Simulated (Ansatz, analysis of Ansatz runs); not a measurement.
**CaLa2S4 (I-42d), nudged elastic band: V_S hop (3.3 Å) (q = +2)**

Wanted: path and barrier of a jump of S in CaLa2S4 (I-42d) at charge +2. The case: V_S hop (3.3 Å), in a cell of 56 host atoms with 1 S taken out.

Main program and level: Ansatz 0.2.0; plane-wave PAW DFT, PBEsol; nudged elastic band between two relaxed defect structures at fixed charge in a uniform background.

This is a report of a sequence of runs, with most program output left out.

## (1) Starting point

The cell holds 55 atoms: 8 Ca, 16 La and 31 S. Cell: a = 12.120 Å, b = 12.120 Å, c = 12.088 Å, α = 60.1°, β = 60.1°, γ = 59.8°. It derives from CaLa2S4 (space group I-42d). Nearest the centre at fractional (0.527, 0.600, 0.721): S34 at 1.63 Å, La15 at 2.44 Å, La22 at 2.48 Å, La18 at 2.64 Å, S46 at 3.57 Å, S26 at 3.60 Å, Ca3 at 3.64 Å, Ca8 at 3.64 Å. The cell carries charge +2.

The cell's shortest repeat is 12.1 Å.

## (2) Relaxation of the start point, charge +2

The ends come first: from an unrelaxed start the top is counted from too high an energy, and the barrier comes out too low. Small random displacements break the symmetry of the ideal sites, so that the defect can distort if it gains by it. The charge of +2 is set by the electron count, and a uniform background keeps the cell neutral.

Input file qp2_c56k1s.start/input.yaml:

```yaml
crystal:
  lattice:
    - [0.0, 8.54729057, 8.59293812]
    - [8.54729057, 0.0, 8.59293812]
    - [8.54729057, 8.54729057, 0.0]
  atoms:
    - { symbol: Ca, position: [0.0, 0.0, 0.0] }
    - { symbol: Ca, position: [0.25, 0.25, 0.25] }
    - { symbol: Ca, position: [0.5, 0.5, 0.5] }
    - { symbol: Ca, position: [0.75, 0.75, 0.75] }
    - { symbol: Ca, position: [0.125, 0.625, 0.875] }
    - { symbol: Ca, position: [0.375, 0.875, 0.125] }
    - { symbol: Ca, position: [0.625, 0.125, 0.375] }
    - { symbol: Ca, position: [0.875, 0.375, 0.625] }
[... 43 atom lines left out ...]
    - { symbol: S, position: [0.02631706, 0.77424153, 0.65112155] }
    - { symbol: S, position: [0.27631706, 0.02424153, 0.90112155] }
    - { symbol: S, position: [0.52631706, 0.27424153, 0.15112155] }
    - { symbol: S, position: [0.77631706, 0.52424153, 0.40112155] }
total_charge: 2
basis:
  ecutwfc: 420
  xc_grid: 2
hamiltonian:
  xc: pbesol
kpoints:
  mp_grid: { grid: [1, 1, 1], shift: [0.25, 0.25, 0.25] }
scf:
  occupations: { method: fixed }
  max_iter: 120
output:
  forces: true
relax:
  f_tol: 0.02
  max_steps: 70
  random_displacement: { amplitude: 0.03, seed: 1121 }
```

Command:

```console
ansatz run input.yaml --threads 32 --pin off --max-ram 84787MiB --backend cuda --events-out ev --progress --plain --runs-dir out --max-vram 78GiB
```

The job ended after 3.4 s (1 × NVIDIA GB200 with 32 threads of Arm Neoverse V2, shared host; peak memory 1.4 GiB).

The steps of the relaxation:

| step | energy less that of the first step (eV) | largest force component (eV/Å) |
| --- | --- | --- |
| 1 | 0.0000 | 1.5011 |
| 2 | -1.1066 | 0.6037 |
| 3 | -1.4174 | 0.1926 |
| 4 | -1.4365 | 0.0765 |
| 5 | -1.4399 | 0.0194 |
| 6 | -1.4399 | 0.0194 |

The atoms that moved most (Å, from the sites as typed, ahead of the random displacement, the mean shift of all atoms taken out):

| atom | dx | dy | dz | length |
| --- | --- | --- | --- | --- |
| S34 | 0.001 | -0.333 | -0.159 | 0.369 |
| S36 | -0.350 | 0.102 | 0.014 | 0.365 |
| S49 | 0.131 | -0.019 | 0.296 | 0.324 |
| La22 | -0.016 | 0.125 | -0.124 | 0.177 |
| La18 | 0.130 | 0.098 | 0.032 | 0.166 |
| Ca3 | -0.157 | -0.016 | -0.045 | 0.164 |
| Ca5 | 0.097 | -0.025 | -0.126 | 0.161 |
| La15 | 0.006 | -0.020 | 0.144 | 0.145 |

Neighbours of S34 at the end:

| atom | distance (Å) |
| --- | --- |
| La22 | 2.826 |
| La15 | 2.927 |
| Ca8 | 2.958 |
| La18 | 2.985 |
| La12 | 3.145 |
| Ca4 | 3.330 |
| S39 | 3.389 |
| S50 | 3.440 |

This step gave:

```
free energy                                                                                       : -140504.1660 eV
r.m.s. move of the farther half of the atoms                                                      : 0.02942 Å
largest move from the ideal geometry of this structure, a common shift of the far atoms taken out : 0.3705 Å
```

The relaxation gained 1.440 eV and ended with a largest force component of 0.019 eV/Å.

## (3) Relaxation of the end point, charge +2

The end point is relaxed in the same cell and settings, so that the two energies compare. Atoms more than 3.2 Å from the middle of the hop start where the first relaxation left them, the nearer ones on or close to their ideal places, with small random displacements.

Input file qp2_c56k1s.end/input.yaml:

```yaml
crystal:
  lattice:
    - [0.0, 8.54729057, 8.59293812]
    - [8.54729057, 0.0, 8.59293812]
    - [8.54729057, 8.54729057, 0.0]
  atoms:
    - { symbol: Ca, position: [0.00180045, 7.77e-06, -0.00088031] }
    - { symbol: Ca, position: [0.24827296, 0.25008787, 0.25178205] }
    - { symbol: Ca, position: [0.50568992, 0.48880301, 0.49223847] }
[... 4 atom lines left out ...]
    - { symbol: Ca, position: [0.87100227, 0.3756745, 0.62497605] }
[... 6 atom lines left out ...]
    - { symbol: La, position: [0.6272161, 0.7477839, 0.5022161] }
[... 2 atom lines left out ...]
    - { symbol: La, position: [0.3727839, 0.7522161, 0.8772161] }
[... 3 atom lines left out ...]
    - { symbol: La, position: [0.4977839, 0.3772161, 0.8727839] }
[... 3 atom lines left out ...]
    - { symbol: S, position: [0.27590996, 0.52912211, 0.04314451] }
[... 7 atom lines left out ...]
    - { symbol: S, position: [0.403373, 0.65096, 0.668522] }
[... 1 atom line left out ...]
    - { symbol: S, position: [0.17657803, 0.87537336, 0.76051477] }
[... 5 atom lines left out ...]
    - { symbol: S, position: [0.67341947, 0.27445045, 0.65105499] }
[... 3 atom lines left out ...]
    - { symbol: S, position: [0.52597686, 0.92404412, 0.65185491] }
[... 2 atom lines left out ...]
    - { symbol: S, position: [0.30680017, 0.42679705, 0.76533931] }
[... 5 atom lines left out ...]
    - { symbol: S, position: [0.77445485, 0.52564801, 0.40152045] }
total_charge: 2
basis:
  ecutwfc: 420
  xc_grid: 2
hamiltonian:
  xc: pbesol
kpoints:
  mp_grid: { grid: [1, 1, 1], shift: [0.25, 0.25, 0.25] }
scf:
  occupations: { method: fixed }
  max_iter: 120
output:
  forces: true
relax:
  f_tol: 0.02
  max_steps: 70
  random_displacement: { amplitude: 0.01, seed: 1121 }
```

The job ended after 3.2 s (1 × NVIDIA GB200 with 32 threads; peak memory 1.4 GiB).

Relaxation path:

| step | energy less that of the first step (eV) | largest force component (eV/Å) |
| --- | --- | --- |
| 1 | 0.0000 | 1.6291 |
| 2 | -1.5827 | 0.6586 |
| 3 | -2.0102 | 0.1470 |
| 4 | -2.0331 | 0.0254 |
| 5 | -2.0341 | 0.0097 |

The atoms that moved most (Å, from the sites as typed, ahead of the random displacement):

| atom | dx | dy | dz | length |
| --- | --- | --- | --- | --- |
| S50 | -0.341 | -0.160 | -0.041 | 0.379 |
| S34 | 0.015 | 0.355 | 0.128 | 0.378 |
| S36 | 0.328 | -0.156 | -0.036 | 0.365 |
| S49 | -0.113 | 0.012 | -0.256 | 0.280 |
| S39 | 0.104 | 0.005 | -0.246 | 0.267 |
| Ca8 | -0.174 | 0.050 | 0.070 | 0.194 |
| Ca3 | 0.167 | 0.051 | 0.067 | 0.187 |
| La15 | -0.028 | -0.128 | 0.129 | 0.184 |

Neighbours of S34 at the end:

| atom | distance (Å) |
| --- | --- |
| La15 | 2.830 |
| La22 | 2.921 |
| Ca3 | 2.953 |
| La18 | 2.983 |
| La10 | 3.141 |
| Ca5 | 3.347 |
| S49 | 3.384 |
| S36 | 3.451 |

Numbers from this step:

- free energy: -140504.1729 eV
- r.m.s. move of the farther half of the atoms: 0.02959 Å
- largest move from the ideal geometry of this structure, a common shift of the far atoms taken out: 0.3867 Å

The relaxation gained 2.034 eV and ended with a largest force component of 0.0097 eV/Å. The end lies 0.007 eV below the start.

## (4) Nudged elastic band, charge +2

3 movable images are laid between the ends on a pair-potential path, which keeps atoms from colliding in the first guess. Each image feels the true force across the path and a spring force along it. The highest image is set to climb to the top of the path.

This step: plane-wave PAW DFT, PBEsol; nudged elastic band between two relaxed defect structures at fixed charge in a uniform background.

Input file qp2_c56k1s.neb/input.yaml:

```yaml
crystal:
  lattice:
    - [0.0, 8.54729057, 8.59293812]
    - [8.54729057, 0.0, 8.59293812]
    - [8.54729057, 8.54729057, 0.0]
  atoms:
    - { symbol: Ca, position: [0.00177563, 0.00027865, -0.00087093] }
    - { symbol: Ca, position: [0.24824814, 0.25035875, 0.25179142] }
    - { symbol: Ca, position: [0.50566511, 0.48907389, 0.49224785] }
    - { symbol: Ca, position: [0.75106669, 0.75401694, 0.74895187] }
    - { symbol: Ca, position: [0.1106018, 0.62474641, 0.88626559] }
    - { symbol: Ca, position: [0.37451071, 0.87396971, 0.12691901] }
    - { symbol: Ca, position: [0.6250458, 0.12729881, 0.37487983] }
    - { symbol: Ca, position: [0.87097746, 0.37594538, 0.62498543] }
    - { symbol: La, position: [0.00422477, 0.6209325, 0.24828535] }
    - { symbol: La, position: [0.2465522, 0.87998179, 0.4876469] }
    - { symbol: La, position: [0.50470472, 0.12063396, 0.74728688] }
    - { symbol: La, position: [0.75244346, 0.37321654, 0.99465055] }
    - { symbol: La, position: [0.1266847, 0.25268656, -0.00221345] }
    - { symbol: La, position: [0.37726545, 0.49543709, 0.25248443] }
    - { symbol: La, position: [0.63406396, 0.75762801, 0.49279859] }
    - { symbol: La, position: [0.87767351, 0.99687125, 0.75136851] }
    - { symbol: La, position: [0.12302652, 0.50442492, 0.62641241] }
    - { symbol: La, position: [0.37282025, 0.75587657, 0.88841553] }
    - { symbol: La, position: [0.62253441, -0.00028285, 0.1278113] }
    - { symbol: La, position: [0.87338325, 0.25202632, 0.37743186] }
    - { symbol: La, position: [0.24962024, 0.12429758, 0.622654] }
    - { symbol: La, position: [0.49878097, 0.36174169, 0.88611388] }
    - { symbol: La, position: [0.74794921, 0.62633267, 0.12501314] }
    - { symbol: La, position: [0.99547241, 0.87731094, 0.37363169] }
    - { symbol: S, position: [0.02397483, 0.27715537, 0.7969501] }
    - { symbol: S, position: [0.27588514, 0.52939299, 0.04315389] }
    - { symbol: S, position: [0.52140423, 0.76976265, 0.31106814] }
    - { symbol: S, position: [0.7735936, 0.02657023, 0.55000659] }
    - { symbol: S, position: [0.151846, 0.39875505, 0.42358845] }
    - { symbol: S, position: [0.65094774, 0.8976998, 0.92712562] }
    - { symbol: S, position: [0.90390797, 0.15168076, 0.16949009] }
    - { symbol: S, position: [0.14799031, 0.05149273, 0.27341704] }
    - { symbol: S, position: [0.39877631, 0.29882307, 0.52728703] }
    - { symbol: S, position: [0.62236805, 0.5585777, 0.76379606] }
    - { symbol: S, position: [0.90018367, 0.80253283, 0.02496265] }
    - { symbol: S, position: [0.17655321, 0.87564423, 0.76052415] }
    - { symbol: S, position: [0.39569755, 0.14632319, 0.02872583] }
    - { symbol: S, position: [0.65077874, 0.39833615, 0.27320469] }
    - { symbol: S, position: [0.89655774, 0.65031375, 0.52960162] }
    - { symbol: S, position: [0.17406954, 0.77593908, 0.15124728] }
    - { symbol: S, position: [0.42435407, 0.02361819, 0.39897994] }
    - { symbol: S, position: [0.67339466, 0.27472133, 0.65106436] }
    - { symbol: S, position: [0.92317008, 0.52528771, 0.899491] }
    - { symbol: S, position: [0.0253585, 0.42472583, 0.15115683] }
    - { symbol: S, position: [0.2769539, 0.67430203, 0.39922777] }
    - { symbol: S, position: [0.52595205, 0.92431499, 0.65186428] }
    - { symbol: S, position: [0.77773917, 0.17203223, 0.90164581] }
    - { symbol: S, position: [0.04902793, 0.14991141, 0.52830535] }
    - { symbol: S, position: [0.30677536, 0.42706793, 0.76534869] }
    - { symbol: S, position: [0.55457966, 0.64786514, 0.02616359] }
    - { symbol: S, position: [0.80111866, 0.90280803, 0.27418063] }
    - { symbol: S, position: [0.0256109, 0.77417428, 0.65026879] }
    - { symbol: S, position: [0.27426724, 0.02693377, 0.90098734] }
    - { symbol: S, position: [0.52700756, 0.27078511, 0.15222447] }
    - { symbol: S, position: [0.77443003, 0.52591889, 0.40152983] }
total_charge: 2
basis:
  ecutwfc: 420
  xc_grid: 2
hamiltonian:
  xc: pbesol
kpoints:
  mp_grid: { grid: [1, 1, 1], shift: [0.25, 0.25, 0.25] }
scf:
  occupations: { method: fixed }
  max_iter: 120
output:
  forces: true
neb:
  images: 3
  f_tol: 0.04
  climbing: true
  initial_path: idpp
  max_iterations: 45
  order_check: false
  final_atoms:
    - { symbol: Ca, position: [-0.00099638, 0.00179357, -0.00083345] }
    - { symbol: Ca, position: [0.24717482, 0.24947304, 0.25294061] }
    - { symbol: Ca, position: [0.50298301, 0.49985746, 0.50117409] }
[... 4 atom lines left out ...]
    - { symbol: Ca, position: [0.88830118, 0.36707297, 0.61374096] }
[... 6 atom lines left out ...]
    - { symbol: La, position: [0.62904709, 0.7615866, 0.4856273] }
[... 2 atom lines left out ...]
    - { symbol: La, position: [0.35758969, 0.76351233, 0.88025574] }
[... 3 atom lines left out ...]
    - { symbol: La, position: [0.49081219, 0.36905195, 0.88237292] }
[... 3 atom lines left out ...]
    - { symbol: S, position: [0.27270099, 0.52771709, 0.04866695] }
[... 7 atom lines left out ...]
    - { symbol: S, position: [0.43091343, 0.63886373, 0.68279936] }
[... 1 atom line left out ...]
    - { symbol: S, position: [0.14634576, 0.90201326, 0.77277652] }
[... 5 atom lines left out ...]
    - { symbol: S, position: [0.67402525, 0.27632576, 0.65089707] }
[... 3 atom lines left out ...]
    - { symbol: S, position: [0.52718718, 0.91860711, 0.6531669] }
[... 2 atom lines left out ...]
    - { symbol: S, position: [0.29939012, 0.40502356, 0.7744061] }
[... 5 atom lines left out ...]
    - { symbol: S, position: [0.77623044, 0.52590276, 0.39998357] }
```

The job ended after 9.2 s (1 × NVIDIA GB200 with 32 threads; peak memory 2.4 GiB; 30 s of CPU time).

The path, image by image:

| image | path (Å) | energy (eV) | S34: x, y, z (Å) |
| --- | --- | --- | --- |
| 0 | 0.000 | 0.0000 | 11.303, 11.848, 10.148 |
| 1 | 0.684 | 0.1970 | 11.210, 11.284, 9.929 |
| 2 | 1.368 | 0.3812 | 11.175, 10.684, 9.672 |
| 3 | 2.053 | 0.1950 | 11.206, 10.083, 9.414 |
| 4 | 2.737 | -0.0070 | 11.297, 9.519, 9.193 |

Read from the output:

```
free energy      : -140503.7848 eV
barrier forward  : 0.3812 eV
barrier backward : 0.3882 eV
end less start   : -0.006950 eV
hop length       : 2.517 Å
```

Track of the atom that was set to move:

| image | x (Å) | y (Å) | z (Å) | nearest neighbour | distance (Å) |
| --- | --- | --- | --- | --- | --- |
| 0 | 11.3 | 11.85 | 10.15 | La | 2.826 |
| 1 | 11.21 | 11.28 | 9.929 | La | 2.725 |
| 2 | 11.18 | 10.68 | 9.672 | La | 2.698 |
| 3 | 11.21 | 10.08 | 9.414 | La | 2.725 |
| 4 | 11.3 | 9.519 | 9.193 | La | 2.83 |

The band met its tolerance of 0.04 eV/Å after 5 iterations, with image 2 on top (the start counts as 0). S34, which moves farthest between the ends, has 4 La at 2.83 to 3.15 Å and 1 Ca at 2.96 Å nearest at the start and 3 La at 2.70 to 2.85 Å at the top.

## (5) Outcome

- barrier forward: 0.38 eV
- barrier backward: 0.39 eV
- end less start: -0.01 eV
- hop length: 2.52 Å
- band iterations, as the log counts them: 5

The top of the band lies 0.38 eV above the start and 0.39 eV above the end. With an assumed prefactor of 1e13 per second it gives one hop a second along this one path at about 150 K; whether such hops link up through the crystal wasn't checked. At the top S34 stands 2.70 Å from its nearest La, 0.13 Å closer than at the start. The order of the top as a saddle was not checked for all atoms, so a bent path could be lower. No image-charge correction is applied; it largely cancels along a path if the charge stays localised alike. Keep in mind: one k-point off the zone centre stands for the whole zone; spin–orbit coupling, which can matter with heavy atoms, is left out.

[Logs are printed without paths, hosts, clocks, repeated set-up lines and the standing remarks that a program may print on its own settings, such as how far it seeks lower states.]

[Hosts, paths, dates, database ids (printed as entryN), source tags and the programs' standing remarks are cut or masked in the printed files.]
